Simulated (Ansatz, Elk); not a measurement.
# How far do independent atoms describe NaBr6N?

Structure refinements treat a crystal as free atoms side by side. For a made-up structure of NaBr6N (cell and positions from a PBEsol relaxation) the runs below show what the calculated density changes in F(hkl).

Calculated with Elk 11.2.3 (patched build); DFT, PBE, all-electron APW+lo, Dirac cores, scalar-relativistic bands, static density, no spin.

The structure was built from a prototype and need not be the compound's stable phase.

### Step 1. The structure

The structure is trigonal, space group R-3m (No. 166). The conventional cell has a = 10.038 Å, b = 10.038 Å, c = 6.665 Å, α = 90.00°, β = 90.00°, γ = 120.00°. Nearest to Br lie 1 N at 2.41 Å and 1 Br at 2.54 Å and 2 Na at 2.89 to 3.76 Å. Na has 12 Br at 2.89 to 3.76 Å and 2 N at 3.33 Å nearest. N has 6 Br at 2.41 Å nearest. Farther neighbours and most contacts between anions are not listed.

### Step 2. Ground state and structure factors

An all-electron density is needed, since X-rays see the cores too. Task 0 finds the density and task 195 Fourier-transforms it; tshift is off so that phases refer to the origin typed.

elk.in

```
tasks
  0
  195

xctype
  20

spinpol
  .false.

rgkmax
  7.0

gmaxvr
  14.0

lmaxo
  7

lmaxapw
  8

swidth
  0.002

tshift
  .false.

ramdisk
  .false.

hmaxvr
  5.5

maxscl
  120

epspot
  1e-06

sppath
  './'

avec
  9.48433063743 5.47578084683 4.19860922868
  -9.48433063743 5.47578084683 4.19860922868
  -0.00000000000 -10.95156169298 4.19860922958

atoms
  3
  'Br.in'
  6
  0.6900472047 0.0424296529 0.6900472047   0.000000 0.000000 0.000000
  0.6900472047 0.6900472047 0.0424296529   0.000000 0.000000 0.000000
  0.0424296529 0.6900472047 0.6900472047   0.000000 0.000000 0.000000
  0.3099527953 0.9575703471 0.3099527953   0.000000 0.000000 0.000000
  0.9575703471 0.3099527953 0.3099527953   0.000000 0.000000 0.000000
  0.3099527953 0.3099527953 0.9575703471   0.000000 0.000000 0.000000
  'Na.in'
  1
  0.5000000000 0.5000000000 0.5000000000   0.000000 0.000000 0.000000
  'N.in'
  1
  -0.0000000000 -0.0000000000 -0.0000000000   0.000000 0.000000 0.000000

ngridk
  4 4 4
```

Started as:

```console
$ OMP_NUM_THREADS=4 elk
```

Numbers of over 12 decimals in the logs are rounded to 6 here.

The program printed:

```text
┌─────────────────────────┐
│ Elk code version 11.2.3 │
└─────────────────────────┘

All units are atomic (Hartree, Bohr, etc.)

┌─────────────────────────────────────────────────┐
│ Ground-state run starting from atomic densities │
└─────────────────────────────────────────────────┘

Lattice vectors :
   9.484330637       5.475780847       4.198609229
  -9.484330637       5.475780847       4.198609229
  -0.000000000      -10.95156169       4.198609230

Reciprocal lattice vectors :
  0.3312403135      0.1912416842      0.4988306813
 -0.3312403135      0.1912416842      0.4988306813
 -0.2619123591E-17 -0.3824833683      0.4988306814

Unit cell volume      :    1308.306354
Brillouin zone volume :   0.1895964296

Muffin-tin inner radius fraction :   0.1000000000E-01

Nuclei treated as point charges

Species : 1 (Br)
 parameters loaded from : Br.in
 name : bromine
 nuclear charge    :   -35.00000000
 electronic charge :    35.00000000
 atomic mass :    145656.0816
 muffin-tin radius :    2.375136943
 number of radial points in muffin-tin :    993
 inner part over the whole radius :   0.9964300308E-02
 number on inner part of muffin-tin    :    703
 approximate nuclear radius :   0.7858070945E-04
 number of mesh points to nuclear radius :    344
 atomic positions (lattice), magnetic fields (Cartesian) :
  1 :  -0.30995280  0.04242965 -0.30995280    0.00000000  0.00000000  0.00000000
  2 :  -0.30995280 -0.30995280  0.04242965    0.00000000  0.00000000  0.00000000
  3 :   0.04242965 -0.30995280 -0.30995280    0.00000000  0.00000000  0.00000000
  4 :   0.30995280 -0.04242965  0.30995280    0.00000000  0.00000000  0.00000000
  5 :  -0.04242965  0.30995280  0.30995280    0.00000000  0.00000000  0.00000000
  6 :   0.30995280  0.30995280 -0.04242965    0.00000000  0.00000000  0.00000000

Species : 2 (Na)
 parameters loaded from : Na.in
 name : sodium
 nuclear charge    :   -11.00000000
 electronic charge :    11.00000000
 atomic mass :    41907.78703
 muffin-tin radius :    2.200000000
 number of radial points in muffin-tin :    793
 inner part over the whole radius :   0.9883648912E-02
 number on inner part of muffin-tin    :    551
 approximate nuclear radius :   0.5574345702E-04
 number of mesh points to nuclear radius :    238
 atomic positions (lattice), magnetic fields (Cartesian) :
  1 :   0.50000000  0.50000000  0.50000000    0.00000000  0.00000000  0.00000000

Species : 3 (N)
 parameters loaded from : N.in
 name : nitrogen
 nuclear charge    :   -7.000000000
 electronic charge :    7.000000000
 atomic mass :    25532.65216
 muffin-tin radius :    1.800000000
 number of radial points in muffin-tin :    593
 inner part over the whole radius :   0.9919300552E-02
 number on inner part of muffin-tin    :    407
 approximate nuclear radius :   0.4939692610E-04
 number of mesh points to nuclear radius :    170
 atomic positions (lattice), magnetic fields (Cartesian) :
  1 :   0.00000000  0.00000000  0.00000000    0.00000000  0.00000000  0.00000000

Total number of atoms per unit cell :    8
Total muffin-tin volume :    405.7798818
 ratio of muffin-tin to unit cell volume :   0.3101566240

Spin treatment :
 spin-unpolarised

Number of Bravais lattice symmetries :   12
Number of crystal symmetries         :   12
Crystal has inversion symmetry
Real symmetric eigensolver will be used

k-point grid :      4     4     4
k-point offset :    0.000000000       0.000000000       0.000000000
k-point set is reduced with full crystal symmetry group
Total number of k-points :       13

Muffin-tin radius times maximum |G+k| :    7.000000000
 using average radius
Maximum |G+k| for APW functions       :    3.068355007
Maximum (1/2)|G+k|²                   :    4.707401223
Maximum |G| for potential and density :    14.00000000
Constant for pseudocharge density :    8
 order of it for each species :   15  15  15
 order of it for pair densities of each species (exact exchange by exxq0 0: 16) :   11   9   5
Radial integration step length :    1

[...]
Madelung                    :     -19175.594771952
 xc potential                :     -762.15049000581
 exchange                    :     -563.64850252802
 correlation                 :     -10.970205013984
 electron entropic           :    -0.96606154551140E-03
 total energy                :     -15859.670221768

Density of states at Fermi energy :    68.79753514
 (states/Hartree/unit cell)

Estimated indirect band gap :   0.2749496191E-02
 from k-point 13 to k-point 10
Estimated direct band gap   :   0.1146711518E-01
 at k-point 6

Charges :
 core                        :    112.0000000
 valence                     :    116.0000000
 interstitial                :    12.36697335
 muffin-tins (core leakage)
  species : 1 (Br)
[...]
species : 2 (Na)
[...]
species : 3 (N)
[...]
total in muffin-tins        :    215.6330267
 total calculated charge     :    228.0001156
 total charge                :    228.0000000
 error                       :   0.1155537076E-03

RMS change in Kohn-Sham potential (target) :   0.7617482723     (  0.1000000000E-05)
Absolute change in total energy (target)   :   0.9535152579     (  0.1000000000E-03)

[... loops 3 to 15 left out ...]

┌──────────────────┐
│ Loop number : 16 │
└──────────────────┘

Energies :
 Fermi                       :     0.71836559909397E-01
 sum of occupied eigenvalues :     -9205.0390297485
 electron kinetic            :      16253.009325987
 core electron kinetic       :      14771.758407878
 Coulomb                     :     -31535.223773986
 Coulomb potential           :     -24710.134609300
 nuclear-nuclear             :     -1822.7140380393
 electron-nuclear            :     -34744.431506822
 Hartree                     :      5031.9217708753
 Madelung                    :     -19180.156469335
 xc potential                :     -747.91374643501
 exchange                    :     -563.81107637927
 correlation                 :     -10.972192197228
 electron entropic           :    -0.12031925923757E-02
 total energy                :     -15856.998919768

Density of states at Fermi energy :    81.52087262
 (states/Hartree/unit cell)

Estimated indirect band gap :   0.3649938166E-02
 from k-point 10 to k-point 6
Estimated direct band gap   :   0.1072424340E-01
 at k-point 6

Charges :
 core                        :    112.0000000
 valence                     :    116.0000000
 interstitial                :    12.00105003
 muffin-tins (core leakage)
  species : 1 (Br)
[...]
species : 2 (Na)
[...]
species : 3 (N)
[...]
total in muffin-tins        :    215.9989500
 total calculated charge     :    228.0000637
 total charge                :    228.0000000
 error                       :   0.6367848556E-04

RMS change in Kohn-Sham potential (target) :   0.2000392071E-06 (  0.1000000000E-05)
Absolute change in total energy (target)   :   0.2302472967E-04 (  0.1000000000E-03)

Convergence targets achieved

┌──────────────────┐
│ Loop number : 17 │
└──────────────────┘

Energies :
 Fermi                       :     0.71836578775141E-01
 sum of occupied eigenvalues :     -9205.0390262486
 electron kinetic            :      16253.009329016
 core electron kinetic       :      14771.758409643
 Coulomb                     :     -31535.223778883
 Coulomb potential           :     -24710.134611196
 nuclear-nuclear             :     -1822.7140380393
 electron-nuclear            :     -34744.431514412
 Hartree                     :      5031.9217735686
 Madelung                    :     -19180.156473284
 xc potential                :     -747.91374406840
 exchange                    :     -563.81107639613
 correlation                 :     -10.972192205038
 electron entropic           :    -0.12031931389534E-02
 total energy                :     -15856.998921661

Density of states at Fermi energy :    81.52090559
 (states/Hartree/unit cell)

Estimated indirect band gap :   0.3649939520E-02
 from k-point 10 to k-point 6
Estimated direct band gap   :   0.1072423733E-01
 at k-point 6

Charges :
 core                        :    112.0000000
 valence                     :    116.0000000
 interstitial                :    12.00105028
 muffin-tins (core leakage)
  species : 1 (Br)
[...]
atom 6                    :    33.32006733     (  0.2698740773E-04)
  species : 2 (Na)
   atom 1                    :    10.04597489     ( -0.9715865668E-07)
  species : 3 (N)
   atom 1                    :    6.032570863     ( -0.8985511935E-07)
 total in muffin-tins        :    215.9989497
 total calculated charge     :    228.0000637
 total charge                :    228.0000000
 error                       :   0.6367842687E-04

┌──────────────────────────────┐
│ Self-consistent loop stopped │
└──────────────────────────────┘

Wrote STATE.OUT
```

Elapsed: 69 s, on 4 threads of Arm Neoverse V2, shared host; peak memory 0.36 GiB.

SFACRHO.OUT:

```text

h k l indices transformed by vhmat matrix:
   1.000000000       0.000000000       0.000000000    
   0.000000000       1.000000000       0.000000000    
   0.000000000       0.000000000       1.000000000    

      h      k      l  multipl.   |H|            Re(F)            Im(F)           |F|

      0      0      0      1   0.0000000       228.00000      0.15996435E-15   228.00000    
      0      0     -1      6  0.62859015       11.371823     -0.18773713E-13   11.371823    
      1     -1      0      6  0.66248063       2.9801374     -0.68719481E-14   2.9801374    
     -1      1     -1      6  0.91323938       82.645823     -0.34468238E-13   82.645823    
      0     -1     -1      6   1.0684670      -42.375678      0.50787564E-13   42.375678    
      0     -1      2     12   1.1282228      -101.63168     -0.38309010E-13   101.63168    
      1      1     -2      6   1.1474501      -72.090479     -0.59428478E-14   72.090479    
      0      0     -2      6   1.2571803      -20.785467      0.23270694E-13   20.785467    
     -2      0      2      6   1.3249613       37.190509     -0.21018591E-13   37.190509    
      1     -1     -2     12   1.4210499       106.97886     -0.49738686E-13   106.97886    
     -2     -1      2     12   1.4665087       59.468294     -0.10705831E-13   59.468294    
      1      1      1      2   1.4964920      -145.12712     -0.12431471E-12   145.12712    
     -3      1      1      6   1.6092012      -59.006001     -0.16753835E-13   59.006001    
      0     -2     -1     12   1.6365723       5.5750146      0.40799325E-14   5.5750146    
      3      0     -1     12   1.7020999      -22.263046     -0.50081444E-13   22.263046    
      0      2     -3     12   1.7402325       27.172698     -0.34600378E-13   27.172698    
     -1     -2      3     12   1.7527590       14.031512      0.20044022E-13   14.031512    
     -2     -2      2      6   1.8264788       73.056329     -0.66061968E-13   73.056329
```

Elk indexes on the primitive cell of elk.in and gives |H| = 4π sin θ/λ in inverse bohr. Below, one row stands for each form hkl of the conventional cell (m members, Friedel mates merged), F is for one primitive cell and the density is static (no thermal factor). Free-atom factors are Waasmaier and Kirfel's, and R is Σm||F|−|F'||/Σm|F|.

```
hkl   m  sin θ/λ (Å⁻¹)  abs F, DFT  neutral atoms   diff.
101   6          0.095      11.372         11.388  -0.016
110   6          0.100       2.980          2.986  -0.006
021   6          0.137      82.646         82.747  -0.101
012   6          0.161      42.376         42.062  +0.314
211  12          0.170     101.632        101.669  -0.037
300   6          0.173      72.091         72.147  -0.057
202   6          0.189      20.785         20.522  +0.264
220   6          0.199      37.191         37.319  -0.129
122  12          0.214     106.979        106.738  +0.241
131  12          0.221      59.468         59.071  +0.397
003   2          0.225     145.127        145.194  -0.067
401   6          0.242      59.006         59.099  -0.093
113  12          0.246       5.575          5.303  +0.272
312  12          0.256      22.263         22.685  -0.422
```

### Step 3. The highest occupied states alone

An energy window below the Fermi level keeps the highest occupied states, to see at which angles they scatter; shallow core shells can lie inside it and anion s states outside. No new self-consistency is needed.

Edit elk.in of step 2 so:

```diff
@@ -1,3 +1,2 @@
 tasks
-  0
   195
@@ -40,2 +39,5 @@
 
+wsfac
+  -0.369160 0.371840
+
 sppath
```

Started as:

```console
$ OMP_NUM_THREADS=4 elk
```

The program printed:

```text
┌─────────────────────────────────┐
│ Elk code version 11.2.3 started │
└─────────────────────────────────┘

Info(readinput): the functional depends on the density's gradient
 muffin-tin radial points multiplied by    2.00000
 (not where nrmtscf is given)

┌────────────────────┐
│ Current task : 195 │
└────────────────────┘
Info(checkmt): changed muffin-tin radius of species 1 (Br) from   2.4000 to   2.3751

Info(sfacrho): density structure factors written to SFACRHO.OUT

 Energy window :  -0.3691600000      0.3718400000

┌──────────────────┐
│ Elk code stopped │
└──────────────────┘
```

Wall time 24 s (4 threads); peak memory 0.21 GiB.

States within 12 eV below the Fermi level hold 35.38 electrons; any levels below the window count with the cores, and a count that is not whole means the window cuts a band. Their amplitudes can exceed the total, where window and core parts have opposite phase:

```
hkl  sin θ/λ (Å⁻¹)  abs F, window  abs F, all
101          0.095          4.696      11.372
110          0.100          1.948       2.980
021          0.137          9.525      82.646
012          0.161          1.460      42.376
211          0.170          3.478     101.632
300          0.173          2.533      72.091
202          0.189          0.044      20.785
220          0.199          2.832      37.191
122          0.214          5.342     106.979
131          0.221          4.073      59.468
```

### Step 4. Another functional

The difference from free atoms is small, so it is set against the change that PBEsol makes.

Edit elk.in of step 3 so:

```diff
@@ -1,2 +1,3 @@
 tasks
+  0
   195
@@ -4,3 +5,3 @@
 xctype
-  20
+  22
 
@@ -39,5 +40,2 @@
 
-wsfac
-  -0.369160 0.371840
-
 sppath
```

Started as:

```console
$ OMP_NUM_THREADS=4 elk
```

The program printed:

```text
┌─────────────────────────┐
│ Elk code version 11.2.3 │
└─────────────────────────┘

All units are atomic (Hartree, Bohr, etc.)

┌─────────────────────────────────────────────────┐
│ Ground-state run starting from atomic densities │
└─────────────────────────────────────────────────┘

Lattice vectors :
   9.484330637       5.475780847       4.198609229
  -9.484330637       5.475780847       4.198609229
  -0.000000000      -10.95156169       4.198609230

Reciprocal lattice vectors :
  0.3312403135      0.1912416842      0.4988306813
[...]
valence                     :    116.0000000
 interstitial                :    12.10358571
 muffin-tins (core leakage)
  species : 1 (Br)
[...]
species : 2 (Na)
   atom 1                    :    10.04590993     ( -0.9715865978E-07)
  species : 3 (N)
   atom 1                    :    6.012352518     ( -0.8258136486E-07)
 total in muffin-tins        :    215.8964143
 total calculated charge     :    228.0000585
 total charge                :    228.0000000
 error                       :   0.5854421360E-04

┌──────────────────────────────┐
│ Self-consistent loop stopped │
└──────────────────────────────┘

Wrote STATE.OUT
[key lines of the parts left out:]
total energy                :     -15846.132741462
```

It took 66 s on 4 threads; peak memory 0.36 GiB.

Against the first run R = 0.03 %; the largest change is -0.055 at 122.

### Step 5. A coarser k-mesh

About half the k-points along each axis test the sampling.

Edit elk.in of step 4 so:

```diff
@@ -5,3 +5,3 @@
 xctype
-  22
+  20
 
@@ -66,2 +66,2 @@
 ngridk
-  4 4 4
+  2 2 2
```

Started as:

```console
$ OMP_NUM_THREADS=4 elk
```

The program printed:

```text
┌─────────────────────────┐
│ Elk code version 11.2.3 │
└─────────────────────────┘

All units are atomic (Hartree, Bohr, etc.)

┌─────────────────────────────────────────────────┐
│ Ground-state run starting from atomic densities │
└─────────────────────────────────────────────────┘

Lattice vectors :
   9.484330637       5.475780847       4.198609229
  -9.484330637       5.475780847       4.198609229
  -0.000000000      -10.95156169       4.198609230

Reciprocal lattice vectors :
  0.3312403135      0.1912416842      0.4988306813
[...]
valence                     :    116.0000000
 interstitial                :    11.98132479
 muffin-tins (core leakage)
  species : 1 (Br)
[...]
species : 2 (Na)
   atom 1                    :    10.04550002     ( -0.9715865312E-07)
  species : 3 (N)
   atom 1                    :    6.052340152     ( -0.8900622239E-07)
 total in muffin-tins        :    216.0186752
 total calculated charge     :    228.0000093
 total charge                :    228.0000000
 error                       :   0.9330810855E-05

┌──────────────────────────────┐
│ Self-consistent loop stopped │
└──────────────────────────────┘

Wrote STATE.OUT
[key lines of the parts left out:]
total energy                :     -15856.974493641
```

Wall time 46 s (4 threads); peak memory 0.34 GiB; 87 s of CPU time.

Against the first run R = 0.06 %; the largest change is +0.087 at 015.

### Step 6. Settings against the effect

```
          run  R against the first run (%)  R against neutral atoms, low angle (%)  wall time
PBE, rgkmax 7                         0.00                                    0.36       69 s
       PBEsol                         0.03                                    0.34       66 s
 k-mesh 2×2×2                         0.06                                    0.42       46 s
```

### Step 7. Summary of results

* R against neutral atoms, sin θ/λ < 0.3 Å⁻¹: 0.36 %
* R against neutral atoms, 0.3 to 0.61 Å⁻¹: 0.28 %

Independent neutral atoms miss the calculated amplitudes by R = 0.36 % below 0.3 Å⁻¹ and 0.28 % from there to 0.61 Å⁻¹; by shells, 0.13 % below 0.15 Å⁻¹ (3 forms), 0.38 % 0.15 to 0.3 (19 forms), 0.39 % 0.3 to 0.45 (41 forms), 0.23 % above 0.45 (86 forms). Bonding, aspherical density and the tables' own atoms all enter these figures, and the runs don't part them. The largest change of an amplitude is -0.56 electrons, at 042. The window's part falls from 35.4 electrons at the origin to at most 0.66 between 0.45 and 0.61 Å⁻¹. Below 0.3 Å⁻¹ the changes that finished (PBEsol and k-mesh 2×2×2) move F by R = 0.08 % at most, against the 0.36 % that separates it from free atoms. The basis has no finished test. Part of the difference isn't bonding: the tables are fits to free atoms and ions calculated by other methods than this functional. Thermal motion, anomalous dispersion and extinction are left out.

[Logs are printed without paths, hosts, clocks, repeated set-up lines and the standing remarks that a program may print on its own settings, such as how far it seeks lower states.]

[Hosts, paths, dates, database ids (printed as entryN), source tags and the programs' standing remarks are cut or masked in the printed files.]
